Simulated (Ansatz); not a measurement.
# Cu chain started as a strip of triangles: one chain at several levels of theory, part 2 of 3

Aim: how far do the period, the moment and the conductance of the Cu chain started as a strip of triangles depend on the functional, the datasets and spin-orbit coupling, and at what cost?

Ansatz 0.2.0; DFT PBE, plane waves, PAW; relaxation of a chain's period (the session's first sound run).

So far. Step 2 (The relaxed wire, level PBE, cutoff 420 eV): The cell's length comes to 2.372 Å with no moment.

## (3) The perfect wire, level PBE, cutoff 420 eV

This step: DFT PBE, plane waves, PAW; channels and complex bands of a perfect chain (Ansatz 0.2.0).

At the relaxed period the Bloch states of the perfect chain are found at each energy: those that move forward count the open channels, and those that decay describe how a disturbance dies away inside the wire itself. An energy step of 0.035 eV is under the 0.039 eV that the program asks for its thermal average at 300 K.

Contents of input.yaml:

```yaml
crystal:
  lattice:
    - [9.0, 0.0, 0.0]
    - [0.0, 7.5, 0.0]
    - [0.0, 0.0, 2.3723524564]
  atoms:
    - { symbol: Cu, position: [0.384466057, 0.5, 0.0] }
    - { symbol: Cu, position: [0.615533943, 0.5, 0.5] }
kpoints:
  mp_grid: { grid: [1, 1, 34] }
  band_path: { path: ["Γ", Z], npoints: 60 }
scf:
  occupations: { method: fermi_dirac, width: 0.05 }
hamiltonian:
  xc: pbe
output:
  transmission:
    e_range: [-2, 2]
    de: 0.035
    kmesh: [1, 1]
    reduced_basis: true
    leads: [[0, 0]]
  dos: { projected: true, e_range: [-6, 4] }
  write_potential: true
  write_density: true
  volumetric_format: npy
  elf: true
```

The run is started by

```console
ansatz run input.yaml --threads 4 --pin off --max-ram 8192MiB --backend cpu --events-out ev --progress --plain --runs-dir out
```

Numbers of over 12 decimals in the logs are rounded to 6 here.

The program printed:

```text
[...]
Crystal: 2 atoms, lattice volume = 160.134 Å³
Basis set: ecut = 420 eV, 3085 PW (Γ)
Bands: 23, of which v1, the nominal top of the filled ones, is band 19 counted from 1 (18 counted from 0)
Symmetry: 8 space group operations
[...]
k-points: 18 of 34
[...]
SCF iter   1: F=—  HF=-13247.575650 eV  |F-HF|=—  |Δ(HF+E_count)|=         —  Δρ=3.75e-3  dr2=2.26e-2  ethr=1.77e-3  ⟨swp⟩=5.7  Hψ=1933  notcnv=0
[...]
SCF iter   7: F=-13247.573687 eV  HF=-13247.573688 eV  |F-HF|=5.22e-8  |Δ(HF+E_count)|=   1.81e-7  Δρ=8.28e-6  dr2=8.54e-8  ethr=2.63e-10  ⟨swp⟩=5.4  Hψ=1353  notcnv=0
SCF 1 converged in 7 iterations: F = -13247.573687 eV  dr2 = 8.54e-8
[...]
NSCF: frozen V_eff on 61 k-points
transmission: 3 of 18 steps passed
transmission: 6 of 18 steps passed
[...]
transmission: 18 of 18 steps passed
WARN: The output density's exchange-correlation potential varies sharply where the density is thin. Do not read a vacuum level from v_tot or v_xc, or from such a field of the output density. On a cell that repeats whose density bears no net charge and no dipole along the vacuum's axis use v_es (v_loc + v_h of the components); under efield.dipole_correction with no amplitude use v_es + v_field, which holds any externa [...]
SCF converged after 7 iterations
Free energy (F): -13247.573687 eV
[...]
Internal energy: -13247.564840 eV  (E = F + TS)
E sigma→0 (E₀):  -13247.569264 eV
Entropy (-TS):   -0.008848 eV (-4.424 meV/atom)
Fermi energy:    -1.456920 eV
[...]
--- Band table (eV; the first three rows and the last of 18) ---
  k-point 0: bands = [... 15 lower, -2.7780, -2.4616, -2.3142, -2.1736, -1.8976, 0.1679, 0.5245, 3.0092]
  k-point 1: bands = [... 15 lower, -2.7832, -2.4686, -2.3350, -2.1949, -1.8683, 0.2062, 0.5647, 3.0322]
  k-point 2: bands = [... 15 lower, -2.8003, -2.4876, -2.3937, -2.2540, -1.7855, 0.3176, 0.6815, 3.1012]
  k-point 17: bands = [... 15 lower, -2.7174, -2.4436, -2.4436, 1.2585, 1.2585, 5.0675, 5.0675, 7.2132]
--- Transmission ---
  basis      : 595 plane waves across, 3 finite elements along
  points     : 1, standing for a mesh of 1 x 1
  filling    : by the input's occupations and mesh, since the crystals that have channels conduct as metals do. If one of these is a semiconductor, that mesh has misplaced its level
  energies   : 115 from -2.000000 to 1.990000 eV about the Fermi level, 0.035000 eV apart; the leads are filled to 0.000000 eV, and channels, transmission and decay are at -0.005000 eV
  crystal 0  : Cu2, at the sites [0, 0], period 2.3724 Å: whole cells are its period
    offset         : up to 0.0000 Å between an atom of the period and one for which it stands
    filled         : 19.5 meV over the level at which it is neutral
    channels       : 2.000000e0 a spin
    conductance    : 2.2957e14 S/m² at 300 K; may be off by some 0.0 % by where its bands' edges are placed, 0.0 % from the distance to neutral
```

Run time: 23 s. Hardware: 4 threads of Arm Neoverse V2, shared host; peak memory 0.72 GiB.

This step gave:

| Item | Value |
| --- | --- |
| energy at zero smearing | -13247.5693 eV |
| channels at the energy nearest the Fermi level, one spin | 2 |
| conductance of the lead as this run defines it | 2.000 G₀ |
| band gap | 0 eV |

The open channels of the lead, one spin by energy, zero at the Fermi level:

| energy (eV) | open channels of the lead, one spin |
| --- | --- |
| -2.00 | 4 |
| -1.90 | 5 |
| -1.79 | 5 |
| -1.69 | 5 |
| -1.58 | 5 |
| -1.48 | 6 |
| -1.37 | 7 |
| -1.23 | 6 |
| -1.12 | 6 |
| -1.02 | 6 |
| -0.92 | 3 |
| -0.81 | 2 |
| -0.70 | 1 |
| -0.60 | 1 |
| -0.49 | 1 |
| -0.39 | 2 |
| -0.28 | 2 |
| -0.18 | 2 |
| -0.07 | 2 |
| -0.01 | 2 |
| 0.07 | 2 |
| 0.17 | 2 |
| 0.28 | 2 |
| 0.38 | 2 |
| 0.48 | 2 |
| 0.59 | 2 |
| 0.69 | 2 |
| 0.80 | 2 |
| 0.91 | 2 |
| 1.01 | 2 |
| 1.11 | 2 |
| 1.22 | 2 |
| 1.36 | 2 |
| 1.47 | 2 |
| 1.57 | 2 |
| 1.68 | 3 |
| 1.78 | 3 |
| 1.89 | 3 |
| 1.99 | 4 |

The slowest values at each energy, most degenerate partners merged, listed up to 1.5 1/Å. Im kz of the slowest decaying states against energy, zero at the Fermi level:

| energy (eV) | decay 1 (Å⁻¹) | decay 2 (Å⁻¹) | decay 3 (Å⁻¹) | decay 4 (Å⁻¹) |
| --- | --- | --- | --- | --- |
| -2.0000 | 0.277 | 0.344 | 0.379 | 0.855 |
| -1.7550 | 0.261 | 0.387 | 0.731 | 1.12 |
| -1.5100 | 0.0970 | 0.303 | 0.499 | 0.981 |
| -1.2650 | 0.103 | 0.255 | 0.325 | 0.583 |
| -0.9850 | 0.125 | 0.262 | 0.609 | 0.708 |
| -0.7400 | 0.175 | 0.222 | 0.330 | 0.376 |
| -0.4950 | 0.104 | 0.227 | 0.281 | 0.459 |
| -0.2500 | 0.299 | 0.330 | 0.540 | 0.551 |
| -0.0050 | 0.336 | 0.353 | 0.587 | 0.625 |
| 0.2400 | 0.354 | 0.359 | 0.620 | 0.688 |
| 0.4850 | 0.350 | 0.358 | 0.645 | 0.742 |
| 0.7650 | 0.324 | 0.349 | 0.663 | 0.797 |
| 1.0100 | 0.287 | 0.329 | 0.672 | 0.840 |
| 1.2550 | 0.231 | 0.298 | 0.674 | 0.880 |
| 1.5000 | 0.138 | 0.252 | 0.671 | 0.861 |
| 1.7450 | 0.183 | 0.663 | 0.827 | 0.949 |

The electronic bands at the labelled points (eV, zero at the Fermi level):

| point | band 16 | band 17 | band 18 | band 19 | band 20 | band 21 | band 22 | band 23 |
| --- | --- | --- | --- | --- | --- | --- | --- | --- |
| Γ | -1.32 | -1.00 | -0.86 | -0.72 | -0.44 | 1.62 | 1.98 | 4.47 |
| halfway | -1.53 | -1.25 | -1.24 | -1.14 | 1.07 | 3.77 | 4.17 | 6.12 |
| Z | -1.26 | -0.99 | -0.99 | 2.72 | 2.72 | 6.52 | 6.52 | 8.67 |

Electrostatic potential energy in the ca plane at fractional y = 0.500, with atoms of Cu within 0.2 Å of it. With pseudopotentials it is smooth inside the atoms' cores, unlike the true potential.

Values in eV, 24 rows by 12 columns, each cell a mean:
```
  3   3   3   3   3   3   3   3   3   3   3   3
  3   3   3   3   3   3   3   3   3   3   3   3
  3   3   3   3   3   3   3   3   3   3   3   3
  3   3   3   3   3   3   3   3   3   3   3   3
  3   3   2   2   2   2   2   2   2   2   2   3
  2   2   1   1   0   0  -1   0   0   1   1   2
  1   0  -1  -3  -7 -10 -12 -10  -7  -3  -1   0
 -2  -3  -8 -19 -33 -42 -45 -42 -33 -19  -8  -3
 -4  -6 -19 -40 -53 -55 -55 -55 -53 -40 -19  -6
 -3  -6 -18 -38 -51 -54 -55 -54 -51 -38 -18  -6
 -2  -3  -7 -18 -30 -38 -41 -38 -30 -18  -7  -3
 -4  -4  -4  -4  -7  -9 -10  -9  -7  -4  -4  -4
-26 -23 -17  -9  -4  -2  -2  -2  -4  -9 -17 -23
-52 -51 -44 -30 -13  -4  -3  -4 -13 -30 -44 -51
-55 -55 -54 -41 -21  -6  -4  -6 -21 -41 -54 -55
-53 -52 -46 -31 -14  -4  -3  -4 -14 -31 -46 -52
-26 -24 -17  -8  -3  -1   0  -1  -3  -8 -17 -24
 -3  -3  -2   0   1   1   1   1   1   0  -2  -3
  1   1   1   2   2   2   2   2   2   2   1   1
  2   2   3   3   3   3   3   3   3   3   3   2
  3   3   3   3   3   3   3   3   3   3   3   3
  3   3   3   3   3   3   3   3   3   3   3   3
  3   3   3   3   3   3   3   3   3   3   3   3
  3   3   3   3   3   3   3   3   3   3   3   3
```
Columns run along c (2.4 Å; values clipped at the 3rd and 97th percentile), rows up along a (9.0 Å). Atoms in or near the plane, at fractional coordinates: Cu at (0.00, 0.38), Cu at (0.50, 0.62).

Valence density in the ca plane at fractional y = 0.500, with atoms of Cu within 0.2 Å of it. It is the smooth field of the valence electrons, not physical close to the nuclei.

Ten steps, logarithmic in the rise over the least value, from '0' (0 e/Å³) to '9' (62 e/Å³), each cell a mean:
```
000000000000
000000000000
000000000000
000000000000
000000000000
000000000000
000001110000
001234543210
011468986411
011368986311
001234543210
111111111111
322110001122
775311011357
996421012469
775310001357
221100000112
000000000000
000000000000
000000000000
000000000000
000000000000
000000000000
000000000000
```
Columns run along c (2.4 Å), rows up along a (9.0 Å). Atoms in or near the plane, at fractional coordinates: Cu at (0.00, 0.38), Cu at (0.50, 0.62).

ELF in the ca plane at fractional y = 0.500, with atoms of Cu within 0.2 Å of it. It is the smooth field of the valence electrons, not physical close to the nuclei.

Ten even steps from '_' (0.00) to '@' (0.90), each cell a mean:
```
________________________
________________________
......______________....
::::..................::
--::::::..........::::::
----::::..........::::--
----::..............::--
--::::::::------::::::::
::::::::++%%@@%%++::::::
::::..::==##%%##==::..::
--::::::::------::::::::
::::::::::::::::::::::::
::::::::::::--::::::::::
**++--::..::::::..::--++
@@@@++::::::::::::::++@@
**++--::::::::::::::--++
::::....::::--::::....::
........::------::......
......::::------::::....
........::::::::::......
........................
________________________
________________________
________________________
```
Columns run along c (2.4 Å), rows up along a (9.0 Å). Atoms in or near the plane, at fractional coordinates: Cu at (0.00, 0.38), Cu at (0.50, 0.62).

By hand: the program gives 2.2957 × 10^14 S/m² over the cell's cross-section of 67.50 Å² = 6.750 × 10^-19 m², so one cell conducts 1.550 × 10^-4 S. Divided by G0 = 2e²/h = 7.748 × 10^-5 S this is 2.00 G0, a resistance of 6.45 kΩ.

At the computed energy nearest the Fermi level there are 2 channels a spin, and the thermal average gives 2.00 G₀.

## (4) Relaxation of atoms and period

This step: DFT LDA, plane waves, PAW; relaxation of a chain's period (Ansatz 0.2.0).

The relaxation is repeated under another functional. LDA has no gradient terms and tends to overbind, so it marks the short end of the likely bond lengths.

Contents of input.yaml:

```yaml
crystal:
  lattice:
    - [9.0, 0.0, 0.0]
    - [0.0, 7.5, 0.0]
    - [0.0, 0.0, 2.58324]
  atoms:
    - { symbol: Cu, position: [0.377386667, 0.5, 0.0], spin: 0.5 }
    - { symbol: Cu, position: [0.622613333, 0.5, 0.5], spin: 0.5 }
magnetization:
  spin_polarized: true
kpoints:
  mp_grid: { grid: [1, 1, 31] }
scf:
  occupations: { method: fermi_dirac, width: 0.05 }
hamiltonian:
  xc: lda
relax:
  cell: { fix: [a, b, alpha, beta, gamma] }
  max_steps: 60
```

The program printed:

```text
[...]
Crystal: 2 atoms, lattice volume = 174.369 Å³
Basis set: ecut = 420 eV, 3411 PW (Γ)
Bands: 24, of which v1, the nominal top of the filled ones, is band 19 counted from 1 (18 counted from 0)
Symmetry: 8 space group operations
[...]
k-points: 16 of 31
[...]
Starting moments: Σ|m| = 1 μB on 2 of 2 sites
[...]
0.000000       0.000000      -0.009333
  P = ⅓ Tr σ = 0.0045 GPa (0.045 kbar)
--- Relaxed structure (7 steps of the walk, 7 accepted, 1 SCFs on fresh bases) ---
[...]
cell:  # Å, volume = 154.4128 Å³
    - [9.0, 0.0, 0.0]
    - [0.0, 7.5, 0.0]
    - [0.0, 0.0, 2.287597]
  atoms:
    - { symbol: Cu, position: [0.388112, 0.500000, 0.0] }
    - { symbol: Cu, position: [0.611888, 0.500000, 0.5] }
[key lines of the parts left out:]
SCF converged after 6 iterations
Magnetization: -0.0000 μB (19.0000 up, 19.0000 down)
Free energy (F): -13107.813840 eV
Fermi energy:    -1.691188 eV
```

The job ended after 15 s (4 threads; peak memory 0.47 GiB).

Relaxation path:

| step | energy less that of the first step (eV) | largest force component (eV/Å) | pressure (GPa) | volume (Å³) |
| --- | --- | --- | --- | --- |
| 1 | 0.0000 | 1.2704 | -2.52 | 174.37 |
| 2 | -0.3799 | 0.6628 | -1.60 | 165.87 |
| 3 | -0.5076 | 0.6127 | 0.22 | 157.55 |
| 4 | -0.5365 | 0.1528 | -0.02 | 155.76 |
| 5 | -0.5399 | 0.0217 | 0.11 | 153.86 |
| 6 | -0.5403 | 0.0191 | -0.03 | 154.53 |
| 7 | -0.5403 | 0.0001 | 0.01 | 154.41 |
| 8* | -0.5386 | 0.0000 | 0.00 | 154.41 |

Relaxation steps marked * repeat the geometry before them on a plane-wave basis chosen anew for their cell, so energy and pressure can jump there.

Forces are held to the 8 operations that the run works with; a distortion that breaks them can't arise in this run.

| cell as run | before | after | change |
| --- | --- | --- | --- |
| c (Å) | 2.583 | 2.288 | -11.4 % |

The atoms that moved most (Å, along periodic axes as changes of fractional coordinates times the final cell, across vacuum about the mean position):

| atom | dx | dy | dz | length |
| --- | --- | --- | --- | --- |
| Cu1 | 0.097 | 0.000 | 0.000 | 0.097 |
| Cu2 | -0.097 | 0.000 | 0.000 | 0.097 |

Final coordinates:

```xyz
2
Lattice="9.0000 0.0000 0.0000 0.0000 7.5000 0.0000 0.0000 0.0000 2.2876" Properties=species:S:1:pos:R:3
Cu    3.4930    3.7500    0.0000
Cu    5.5070    3.7500    1.1438
```

The cell's length comes to 2.288 Å, -3.6 % against the first run, with no moment.

## (5) The wire at its relaxed period, level LDA, cutoff 420 eV

This step: DFT LDA, plane waves, PAW; channels and complex bands of a perfect chain (Ansatz 0.2.0).

The channels are counted again under LDA, at the period that it gave.

Contents of input.yaml:

```yaml
crystal:
  lattice:
    - [9.0, 0.0, 0.0]
    - [0.0, 7.5, 0.0]
    - [0.0, 0.0, 2.2875974333]
  atoms:
    - { symbol: Cu, position: [0.388111942, 0.5, 0.0] }
    - { symbol: Cu, position: [0.611888058, 0.5, 0.5] }
kpoints:
  mp_grid: { grid: [1, 1, 35] }
  band_path: { path: ["Γ", Z], npoints: 60 }
scf:
  occupations: { method: fermi_dirac, width: 0.05 }
hamiltonian:
  xc: lda
output:
  transmission:
    e_range: [-2, 2]
    de: 0.035
    kmesh: [1, 1]
    reduced_basis: true
    leads: [[0, 0]]
  dos: { projected: true, e_range: [-6, 4] }
```

The program printed:

```text
[...]
Crystal: 2 atoms, lattice volume = 154.413 Å³
Basis set: ecut = 420 eV, 3009 PW (Γ)
Bands: 23, of which v1, the nominal top of the filled ones, is band 19 counted from 1 (18 counted from 0)
Symmetry: 8 space group operations
[...]
k-points: 18 of 35
[...]
k-point 17: bands = [... 15 lower, -3.0208, -2.7289, -2.6951, 0.9278, 1.5579, 5.1746, 5.6478, 7.0848]
--- Transmission ---
  basis      : 595 plane waves across, 3 finite elements along
  points     : 1, standing for a mesh of 1 x 1
[...]
crystal 0  : Cu2, at the sites [0, 0], period 2.2876 Å: whole cells are its period
[...]
filled         : 30.5 meV under the level at which it is neutral
    channels       : 2.000000e0 a spin
[...]
[key lines of the parts left out:]
SCF converged after 8 iterations
Free energy (F): -13107.811905 eV
Fermi energy:    -1.744641 eV
```

Run time: 23 s. Hardware: 4 threads; peak memory 0.71 GiB; 81 s of CPU time.

At the computed energy nearest the Fermi level there are 2 channels a spin, and the thermal average gives 2.00 G₀.

## (6) The relaxed wire, cutoff 500 eV

This step: DFT r2SCAN, plane waves, PAW; relaxation of a chain's period (Ansatz 0.2.0).

The relaxation is repeated under another functional. r2SCAN also reads the kinetic-energy density; it often gives larger moments and wider gaps than PBE, at a higher cost. Against the first PBE run of this kind, the cutoff is 500 eV against 420.

Contents of input.yaml:

```yaml
crystal:
  lattice:
    - [9.0, 0.0, 0.0]
    - [0.0, 7.5, 0.0]
    - [0.0, 0.0, 2.58324]
  atoms:
    - { symbol: Cu, position: [0.377386667, 0.5, 0.0], spin: 0.5 }
    - { symbol: Cu, position: [0.622613333, 0.5, 0.5], spin: 0.5 }
magnetization:
  spin_polarized: true
kpoints:
  mp_grid: { grid: [1, 1, 31] }
scf:
  occupations: { method: fermi_dirac, width: 0.05 }
hamiltonian:
  xc: r2scan
relax:
  cell: { fix: [a, b, alpha, beta, gamma] }
  max_steps: 60
```

The program printed:

```text
[...]
Crystal: 2 atoms, lattice volume = 174.369 Å³
Basis set: ecut = 500 eV, 4455 PW (Γ), exchange–correlation on 288×240×80 points (64 copies of the dense FFT grid, shifted against one another)
Bands: 24, of which v1, the nominal top of the filled ones, is band 19 counted from 1 (18 counted from 0)
Symmetry: 8 space group operations
[...]
0.000000      -0.120578       0.000000
        0.000000       0.000000      -0.014684
  P = ⅓ Tr σ = 0.0042 GPa (0.042 kbar)
--- Relaxed structure (6 steps of the walk, 6 accepted, 1 SCFs on fresh bases) ---
[...]
cell:  # Å, volume = 157.4862 Å³
    - [9.0, 0.0, 0.0]
    - [0.0, 7.5, 0.0]
    - [0.0, 0.0, 2.333129]
  atoms:
    - { symbol: Cu, position: [0.386411, 0.5, 0.0] }
    - { symbol: Cu, position: [0.613589, 0.5, 0.5] }
[key lines of the parts left out:]
SCF converged after 12 iterations
Magnetization: 0.0000 μB (19.0000 up, 19.0000 down)
Free energy (F): -13259.231937 eV
Fermi energy:    -1.415309 eV
```

Elapsed: 48 s, on 4 threads; peak memory 0.9 GiB; 3.1 min of CPU time.

Relaxation path:

| step | energy less that of the first step (eV) | largest force component (eV/Å) | pressure (GPa) | volume (Å³) |
| --- | --- | --- | --- | --- |
| 1 | 0.0000 | 1.0586 | -2.06 | 174.37 |
| 2 | -0.2597 | 0.5213 | -1.22 | 166.94 |
| 3 | -0.3434 | 0.4522 | 0.34 | 158.49 |
| 4 | -0.3569 | 0.0480 | -0.03 | 158.32 |
| 5 | -0.3579 | 0.0032 | 0.04 | 157.31 |
| 6 | -0.3579 | 0.0010 | 0.01 | 157.49 |
| 7* | -0.3569 | 0.0013 | 0.00 | 157.49 |

Relaxation steps marked * repeat the geometry before them on a plane-wave basis chosen anew for their cell, so energy and pressure can jump there.

The run keeps the 8 symmetry operations that it works with, so distortions that break them were not tested.

| cell as run | before | after | change |
| --- | --- | --- | --- |
| c (Å) | 2.583 | 2.333 | -9.7 % |

The atoms that moved most (Å, along periodic axes as changes of fractional coordinates times the final cell, across vacuum about the mean position):

| atom | dx | dy | dz | length |
| --- | --- | --- | --- | --- |
| Cu1 | 0.081 | 0.000 | 0.000 | 0.081 |
| Cu2 | -0.081 | 0.000 | 0.000 | 0.081 |

The relaxed structure:

```cif
data_structure
_symmetry_space_group_name_H-M 'P 1'
_symmetry_Int_Tables_number 1
_cell_length_a 9.0000
_cell_length_b 7.5000
_cell_length_c 2.3331
_cell_angle_alpha 90.000
_cell_angle_beta 90.000
_cell_angle_gamma 90.000
_cell_volume 157.49
loop_
_atom_site_label
_atom_site_type_symbol
_atom_site_fract_x
_atom_site_fract_y
_atom_site_fract_z
_atom_site_occupancy
Cu1 Cu 0.38641 0.50000 0.00000 1
Cu2 Cu 0.61359 0.50000 0.50000 1
```

The cell's length comes to 2.333 Å, -1.7 % against the first run, with no moment.

The cell shrank by 9.7 % in its periodic edges. From the first step to the last the energy fell by 0.357 eV, across changes of basis, and the largest move was 0.08 Å (Cu1 and 1 other atom alike).

## (7) The perfect wire, level r2SCAN, cutoff 500 eV

This step: DFT r2SCAN, plane waves, PAW; channels and complex bands of a perfect chain (Ansatz 0.2.0).

The channels are counted again under r2SCAN, at the period that it gave. Its window is narrower, to save time.

Contents of input.yaml:

```yaml
crystal:
  lattice:
    - [9.0, 0.0, 0.0]
    - [0.0, 7.5, 0.0]
    - [0.0, 0.0, 2.3331290239]
  atoms:
    - { symbol: Cu, position: [0.386410993, 0.5, 0.0] }
    - { symbol: Cu, position: [0.613589007, 0.5, 0.5] }
kpoints:
  mp_grid: { grid: [1, 1, 35] }
  band_path: { path: ["Γ", Z], npoints: 60 }
scf:
  occupations: { method: fermi_dirac, width: 0.05 }
hamiltonian:
  xc: r2scan
output:
  transmission:
    e_range: [-0.7, 0.7]
    de: 0.035
    kmesh: [1, 1]
    reduced_basis: true
    leads: [[0, 0]]
  dos: { projected: true, e_range: [-6, 4] }
```

The program printed:

```text
[...]
Crystal: 2 atoms, lattice volume = 157.486 Å³
Basis set: ecut = 500 eV, 4011 PW (Γ), exchange–correlation on 288×240×72 points (64 copies of the dense FFT grid, shifted against one another)
Bands: 23, of which v1, the nominal top of the filled ones, is band 19 counted from 1 (18 counted from 0)
Symmetry: 8 space group operations
[...]
k-points: 18 of 35
[...]
k-point 17: bands = [... 15 lower, -2.8241, -2.5219, -2.4858, 1.1318, 1.7638, 5.5286, 6.0188, 7.4596]
--- Transmission ---
  basis      : 711 plane waves across, 4 finite elements along
  points     : 1, standing for a mesh of 1 x 1
[...]
crystal 0  : Cu2, at the sites [0, 0], period 2.3331 Å: whole cells are its period
[...]
filled         : 31.5 meV under the level at which it is neutral
    channels       : 2.000000e0 a spin
[...]
[key lines of the parts left out:]
SCF converged after 8 iterations
Free energy (F): -13259.232898 eV
Fermi energy:    -1.466058 eV
```

Elapsed: 20 s, on 4 threads; peak memory 0.97 GiB.

At the computed energy nearest the Fermi level there are 2 channels a spin, and the thermal average gives 2.00 G₀.

[end of part 2 of 3]

[Logs are printed without paths, hosts, clocks, repeated set-up lines and the standing remarks that a program may print on its own settings, such as how far it seeks lower states.]

[Hosts, paths, dates, database ids (printed as entryN), source tags and the programs' standing remarks are cut or masked in the printed files.]
